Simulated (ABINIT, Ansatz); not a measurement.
# How the form of the self-energy moves the gap of K2TaNbO6 (P4/mmm), part 2 of 2

Wanted: the gap of K2TaNbO6 (P4/mmm) under several approximations, with cost.

ABINIT 10.8.3; LDA and many-body steps on it, plane waves. Known limits of the many-body steps: not at the basis limit; no spin-orbit coupling; coarse k mesh.

So far. Step 4 (G0W0, Godby-Needs plasmon pole): The gap on the mesh goes from 1.32 eV to 2.65 eV, a correction of +1.34 eV. Step 5 (G0W0, von der Linden-Horsch plasmon pole): Against G0W0 in ABINIT (2×2×1 mesh, 128 bands, screening to 114.3 eV, Godby-Needs plasmon pole), the gap moves by −0.008 eV.

## Step 6: G0W0, Engel-Farid plasmon pole

Level of this step: G0W0 on LDA, plane waves, norm-conserving pseudopotentials (ABINIT).

run.abi

```
acell 3*1.0 Angstrom
rprim 
  4.051501000000 0.000000000000 0.000000000000
  0.000000000000 4.051501000000 0.000000000000
  0.000000000000 0.000000000000 8.099891000000
ntypat 4
znucl 19 73 41 8
natom 10
typat 1 1 2 3 4 4 4 4 4 4
xred 
  0.500000000000 0.500000000000 0.251188000000
  0.500000000000 0.500000000000 0.748812000000
  0.000000000000 0.000000000000 0.000000000000
  0.000000000000 0.000000000000 0.500000000000
  0.000000000000 0.000000000000 0.247978000000
  0.000000000000 0.000000000000 0.752022000000
  0.000000000000 0.500000000000 0.000000000000
  0.500000000000 0.000000000000 0.000000000000
  0.000000000000 0.500000000000 0.500000000000
  0.500000000000 0.000000000000 0.500000000000
pp_dirpath "pseudos"
pseudos "K.upf, Ta.upf, Nb.upf, O.upf"
ecut 37
ngkpt 2 2 1
nshiftk 1
shiftk 0 0 0
kptopt 1
chksymbreak 0
istwfk *1
occopt 1
irdwfk 1
optdriver 4
nband 128
gwcalctyp 0
ecutsigx 37
symsigma 1
nkptgw 3
kptgw 
  0.5000000000 0.5000000000 0.0000000000
  0.0000000000 0.0000000000 0.0000000000
  0.5000000000 0.0000000000 0.0000000000
bdgw 
  38 42
  39 43
  39 42
ecuteps 4.2
irdscr 1
ppmodel 4
indata_prefix "in"
outdata_prefix "out"
tmpdata_prefix "tmp"
```

Run with:

```console
OMP_NUM_THREADS=1 mpirun -n 4 abinit run.abi > log
```

Numbers of over 12 decimals in the logs are rounded to 6 here.

Log:

```text
.Version 10.8.3 of ABINIT. v10.8.2 released Aug 2026.

 Symmetries : space group P4/m m m (#123); Bravais tP (primitive tetrag.)
[... echo of the input left out ...]
== DATASET  1 ==================================================================
-   mpi_nproc: 4, omp_nthreads: 1 (-1 if OMP is not activated)

--- !DatasetInfo
iteration_state: {dtset: 1, }
dimensions: {natom: 10, nkpt: 3, mband: 128, nsppol: 1, nspinor: 1, nspden: 1, mpw: 9640, }
cutoff_energies: {ecut:  37.0, pawecutdg:  -1.0, }
[...]
Minimum direct gap =   3.1206 [eV], located at k-point      :   0.5000  0.0000  0.0000
   Fundamental gap    =   2.6352 [eV], Top of valence bands at :   0.5000  0.5000  0.0000
                                       Bottom of conduction at :   0.0000  0.0000  0.0000

== END DATASET(S) ==============================================================
================================================================================

 -outvars: echo values of variables after computation  --------
           etotal      0.0000000000E+00
            nband         128
             nkpt           3
          spgroup         123
 [... the other variables as echoed above ...]

 Calculation completed.
```

It took 18 s on 4 MPI ranks of Arm Neoverse N1, shared host; peak memory 1.1 GiB.

This step gave:

```yaml
g0w0_gap_on_the_points_computed: 2.635 eV
starting_gap_on_the_mesh: 1.316 eV
k_of_the_valence_top: 0.5, 0.5, 0
k_of_the_conduction_bottom: 0, 0, 0
least_direct_g0w0_gap_on_the_computed_points: 3.12 eV
```

Against G0W0 in ABINIT (2×2×1 mesh, 128 bands, screening to 114.3 eV, Godby-Needs plasmon pole), the gap moves by −0.017 eV.

## Step 7: One-shot COHSEX

This step: one-shot COHSEX on LDA, plane waves, norm-conserving pseudopotentials.

run.abi, as its differences from that of step 6:

```diff
@@ -33,3 +33,3 @@
 nband 128
-gwcalctyp 0
+gwcalctyp 7
 ecutsigx 37
@@ -47,3 +47,2 @@
 irdscr 1
-ppmodel 4
 indata_prefix "in"
```

Log:

```text
.Version 10.8.3 of ABINIT. v10.8.2 released Aug 2026.

 Symmetries : space group P4/m m m (#123); Bravais tP (primitive tetrag.)
[... echo of the input left out ...]
== DATASET  1 ==================================================================
-   mpi_nproc: 4, omp_nthreads: 1 (-1 if OMP is not activated)

--- !DatasetInfo
iteration_state: {dtset: 1, }
dimensions: {natom: 10, nkpt: 3, mband: 128, nsppol: 1, nspinor: 1, nspden: 1, mpw: 9640, }
cutoff_energies: {ecut:  37.0, pawecutdg:  -1.0, }
[...]
Minimum direct gap =   3.4663 [eV], located at k-point      :   0.5000  0.0000  0.0000
   Fundamental gap    =   2.9638 [eV], Top of valence bands at :   0.5000  0.5000  0.0000
                                       Bottom of conduction at :   0.0000  0.0000  0.0000

== END DATASET(S) ==============================================================
================================================================================

 -outvars: echo values of variables after computation  --------
           etotal      0.0000000000E+00
            nband         128
             nkpt           3
          spgroup         123
 [... the other variables as echoed above ...]

 Calculation completed.
```

The job ended after 13 s (4 MPI ranks; peak memory 0.97 GiB).

This step gave:

* quasiparticle gap on the points computed: 2.963 eV
* starting gap on the mesh: 1.316 eV
* k of the valence top: 0.5, 0.5, 0
* k of the conduction bottom: 0, 0, 0
* least direct quasiparticle gap on the computed points: 3.466 eV

Against G0W0 in ABINIT (2×2×1 mesh, 128 bands, screening to 114.3 eV, Godby-Needs plasmon pole), the gap moves by +0.311 eV.

## Step 8: One-shot Hartree-Fock

This step: one-shot Hartree-Fock on LDA, plane waves, norm-conserving pseudopotentials.

run.abi, as its differences from that of step 7:

```diff
@@ -32,4 +32,4 @@
 optdriver 4
-nband 128
-gwcalctyp 7
+nband 44
+gwcalctyp 5
 ecutsigx 37
@@ -45,4 +45,4 @@
   39 42
-ecuteps 4.2
-irdscr 1
+ixc_sigma 40
+fftgw 31
 indata_prefix "in"
```

Log:

```text
.Version 10.8.3 of ABINIT. v10.8.2 released Aug 2026.

 Symmetries : space group P4/m m m (#123); Bravais tP (primitive tetrag.)
[... echo of the input left out ...]
== DATASET  1 ==================================================================
-   mpi_nproc: 4, omp_nthreads: 1 (-1 if OMP is not activated)

--- !DatasetInfo
iteration_state: {dtset: 1, }
dimensions: {natom: 10, nkpt: 3, mband: 44, nsppol: 1, nspinor: 1, nspden: 1, mpw: 9640, }
cutoff_energies: {ecut:  37.0, pawecutdg:  -1.0, }
[...]
Minimum direct gap =  13.1951 [eV], located at k-point      :   0.5000  0.0000  0.0000
   Fundamental gap    =  12.7402 [eV], Top of valence bands at :   0.5000  0.5000  0.0000
                                       Bottom of conduction at :   0.0000  0.0000  0.0000

== END DATASET(S) ==============================================================
================================================================================

 -outvars: echo values of variables after computation  --------
           etotal      0.0000000000E+00
            nband          44
             nkpt           3
          spgroup         123
 [... the other variables as echoed above ...]

 Calculation completed.
```

Elapsed: 12 s, on 4 MPI ranks; peak memory 0.92 GiB.

This step gave:

* quasiparticle gap on the points computed: 12.74 eV
* starting gap on the mesh: 1.316 eV
* k of the valence top: 0.5, 0.5, 0
* k of the conduction bottom: 0, 0, 0
* least direct quasiparticle gap on the computed points: 13.20 eV

Against G0W0 in ABINIT (2×2×1 mesh, 128 bands, screening to 114.3 eV, Godby-Needs plasmon pole), the gap moves by +10.089 eV.

## Step 9: Screening, 2×2×1 mesh, 128 bands, screening to 114.3 eV

This step: RPA screening on LDA, plane waves, norm-conserving pseudopotentials.

run.abi, as its differences from that of step 8:

```diff
@@ -31,18 +31,14 @@
 irdwfk 1
-optdriver 4
-nband 44
-gwcalctyp 5
-ecutsigx 37
-symsigma 1
-nkptgw 3
-kptgw 
-  0.5000000000 0.5000000000 0.0000000000
-  0.0000000000 0.0000000000 0.0000000000
-  0.5000000000 0.0000000000 0.0000000000
-bdgw 
-  38 42
-  39 43
-  39 42
-ixc_sigma 40
-fftgw 31
+optdriver 3
+nband 128
+ecuteps 4.2
+inclvkb 2
+awtr 1
+symchi 1
+gwcalctyp 2
+nfreqre 16
+freqremax 40 eV
+nfreqim 8
+spmeth 1
+nomegasf 120
 indata_prefix "in"
```

Log:

```text
.Version 10.8.3 of ABINIT. v10.8.2 released Aug 2026.

 Symmetries : space group P4/m m m (#123); Bravais tP (primitive tetrag.)
[... echo of the input left out ...]
== DATASET  1 ==================================================================
-   mpi_nproc: 4, omp_nthreads: 1 (-1 if OMP is not activated)

--- !DatasetInfo
iteration_state: {dtset: 1, }
dimensions: {natom: 10, nkpt: 3, mband: 128, nsppol: 1, nspinor: 1, nspden: 1, mpw: 9640, }
cutoff_energies: {ecut:  37.0, pawecutdg:  -1.0, }
electrons: {nelect:   8.00000000E+01, charge:   0.00000000E+00, occopt:   1.00000000E+00, tsmear:   1.00000000E-02, }

 SCREENING: Calculation of the susceptibility and dielectric matrices

 Based on a program developped by R.W. Godby, V. Olevano, G. Onida, and L. Reining.
 Incorporated in ABINIT by V. Olevano, G.-M. Rignanese, and M. Torrent.
.Using double precision arithmetic ; gwpc =  8

[... cell and pseudopotentials left out ...]
--------------------------------------------------------------------------------

 ==== K-mesh for the wavefunctions ====
 Number of points in the irreducible wedge :     3
[... list of points left out ...]
 Together with 16 symmetry operations and time-reversal symmetry
 yields     4 points in the full Brillouin Zone.

 ==== Q-mesh for the screening function ====
 Number of points in the irreducible wedge :     3
[... list of points left out ...]
 Together with 16 symmetry operations and time-reversal symmetry
 yields     4 points in the full Brillouin Zone.

 setmesh: FFT mesh size selected  =    27x   27x   60
          total number of points  =        43740

 vcoul_init : cutoff-mode = AUXILIARY_FUNCTION
 q-points for optical limit:   1
     1)      0.000010    0.000020    0.000030

- screening: taking advantage of time-reversal symmetry
- Maximum band index for partially occupied states nbvw = 40
- Remaining bands to be divided among processors   nbcw = 88
- Number of bands treated by each node ~22

 Number of electrons calculated from density =   80.0000; Expected =   80.0000
 average of density, n =  0.089163
 r_s =    1.3886
 omega_plasma =   28.8036 [eV]

 calculating chi0 at frequencies [eV] :
  1    0.000000E+00    0.000000E+00
  2    2.666667E+00    0.000000E+00
  3    5.333333E+00    0.000000E+00
[...]
23    0.000000E+00    7.335775E+01
 24    0.000000E+00    1.032885E+02

--------------------------------------------------------------------------------
  q-point number  1        q = ( 0.000000, 0.000000, 0.000000) [r.l.u.]
--------------------------------------------------------------------------------
[... chi0 elements left out ...]
  [... further frequencies ...]

 No. of calculated frequencies >  15, stop printing
 For q-point:  0.000010 0.000020 0.000030
  dielectric constant =  12.5121
  dielectric constant without local fields =  13.4032

  Average fulfillment of the sum rule on Im[epsilon] for q-point    1 :     50.69  [%]
[... wings left out ...]
  q-point number  2        q = ( 0.500000, 0.000000, 0.000000) [r.l.u.]
--------------------------------------------------------------------------------
[... chi0 elements left out ...]
  [... further frequencies ...]

 No. of calculated frequencies >  15, stop printing
  Average fulfillment of the sum rule on Im[epsilon] for q-point    2 :     53.56  [%]

 [... 1 further q-points ...]
```

Elapsed: 89 s, on 4 MPI ranks; peak memory 2.6 GiB; 5.9 min of CPU time.

Numbers from this step:

```
ε∞ with local fields, on this mesh, along the program's q direction : 12.51
the same without local fields                                       : 13.40
plasma frequency                                                    : 28.80 eV
plane waves in the screening matrix                                 : 371
```

## Step 10: G0W0, contour deformation

This step: G0W0 on LDA, plane waves, norm-conserving pseudopotentials.

run.abi, as its differences from that of step 9:

```diff
@@ -31,14 +31,18 @@
 irdwfk 1
-optdriver 3
+optdriver 4
 nband 128
+gwcalctyp 2
+ecutsigx 37
+symsigma 1
+nkptgw 3
+kptgw 
+  0.5000000000 0.5000000000 0.0000000000
+  0.0000000000 0.0000000000 0.0000000000
+  0.5000000000 0.0000000000 0.0000000000
+bdgw 
+  38 42
+  39 43
+  39 42
 ecuteps 4.2
-inclvkb 2
-awtr 1
-symchi 1
-gwcalctyp 2
-nfreqre 16
-freqremax 40 eV
-nfreqim 8
-spmeth 1
-nomegasf 120
+irdscr 1
 indata_prefix "in"
```

Log:

```text
.Version 10.8.3 of ABINIT. v10.8.2 released Aug 2026.

 Symmetries : space group P4/m m m (#123); Bravais tP (primitive tetrag.)
[... echo of the input left out ...]
== DATASET  1 ==================================================================
-   mpi_nproc: 4, omp_nthreads: 1 (-1 if OMP is not activated)

--- !DatasetInfo
iteration_state: {dtset: 1, }
dimensions: {natom: 10, nkpt: 3, mband: 128, nsppol: 1, nspinor: 1, nspden: 1, mpw: 9640, }
cutoff_energies: {ecut:  37.0, pawecutdg:  -1.0, }
[...]
Minimum direct gap =   3.0837 [eV], located at k-point      :   0.5000  0.0000  0.0000
   Fundamental gap    =   2.6103 [eV], Top of valence bands at :   0.5000  0.5000  0.0000
                                       Bottom of conduction at :   0.0000  0.0000  0.0000

== END DATASET(S) ==============================================================
================================================================================

 -outvars: echo values of variables after computation  --------
           etotal      0.0000000000E+00
            nband         128
             nkpt           3
          spgroup         123
 [... the other variables as echoed above ...]

 Calculation completed.
```

Run time: 22 s. Hardware: 4 MPI ranks; peak memory 1.3 GiB.

Numbers from this step:

```
G0W0 gap on the points computed              : 2.611 eV
starting gap on the mesh                     : 1.316 eV
k of the valence top                         : 0.5, 0.5, 0
k of the conduction bottom                   : 0, 0, 0
least direct G0W0 gap on the computed points : 3.084 eV
```

Against G0W0 in ABINIT (2×2×1 mesh, 128 bands, screening to 114.3 eV, Godby-Needs plasmon pole), the gap moves by −0.041 eV.

## Step 11: The runs together

Times are wall times on 4 MPI ranks of Arm Neoverse N1, shared host, good to a factor of about two. A run's time includes the screening step that it read.

```
                                     run   mesh  bands  screening cutoff (eV)  DFT gap (eV)  gap on the mesh (eV)  direct (eV)  ε∞ used     time
          G0W0, Godby-Needs plasmon pole  2×2×1    128                  114.3         1.316                 2.652        3.138    12.18  1.8 min
G0W0, von der Linden-Horsch plasmon pole  2×2×1    128                  114.3         1.316                 2.644        3.132    12.18     98 s
          G0W0, Engel-Farid plasmon pole  2×2×1    128                  114.3         1.316                 2.635        3.120    12.18     98 s
                         one-shot COHSEX  2×2×1    128                  114.3         1.316                 2.963        3.466    12.18     93 s
                   one-shot Hartree-Fock  2×2×1      -                      -         1.316                12.741       13.195        -     12 s
               G0W0, contour deformation  2×2×1    128                  114.3         1.316                 2.611        3.084    12.51  1.8 min
```

## Step 12: What came out

```
G0W0, Godby-Needs plasmon pole           : 2.652 eV
G0W0, von der Linden-Horsch plasmon pole : 2.644 eV
G0W0, Engel-Farid plasmon pole           : 2.635 eV
one-shot COHSEX                          : 2.963 eV
one-shot Hartree-Fock                    : 12.741 eV
G0W0, contour deformation                : 2.611 eV
known limits                             : not at the basis limit; no spin-orbit coupling; coarse k mesh
```

**Reading.** G0W0, von der Linden-Horsch plasmon pole: −0.008 eV against G0W0, Godby-Needs plasmon pole. G0W0, Engel-Farid plasmon pole: −0.017 eV against G0W0, Godby-Needs plasmon pole. One-shot COHSEX: +0.311 eV against G0W0, Godby-Needs plasmon pole. One-shot Hartree-Fock: +10.089 eV against G0W0, Godby-Needs plasmon pole. G0W0, contour deformation: −0.041 eV against G0W0, Godby-Needs plasmon pole. Bare exchange alone opens the gap to 12.74 eV; against G0W0, correlation takes back 10.09 eV. Static COHSEX lies above G0W0: it lacks the factor Z and overstates the Coulomb hole of the filled states. Bands and cutoff are finite, so the gap is not at the basis limit. The miss can reach some tenths of an eV and take either sign; the mesh is an error of its own. The 2×2×1 mesh is coarse for this cell, which bears on the long-range parts of exchange and screening. The many-body steps are scalar-relativistic: spin-orbit coupling is not in them.

[Paths, hosts, dates, memory and timing lines, banners, echoed tables and standing remarks are left out of the program output.]

[Logs are printed without paths, hosts, clocks, repeated set-up lines and the standing remarks that a program may print on its own settings, such as how far it seeks lower states.]

[Runs of the session that timed out or met a known fault of the program may be left out.]

[Hosts, paths, dates, database ids (printed as entryN), source tags and the programs' standing remarks are cut or masked in the printed files.]

[G0W0 gaps are taken among the corrected bands and points alone; a level outside them can change the order at an edge.]

[Where Ansatz stands beside ABINIT at settings called matched, ABINIT's density can come from a denser mesh and the files from another edition; pairs whose starting gaps differed by over 0.03 eV were left out, so agreement reads better than it is.]
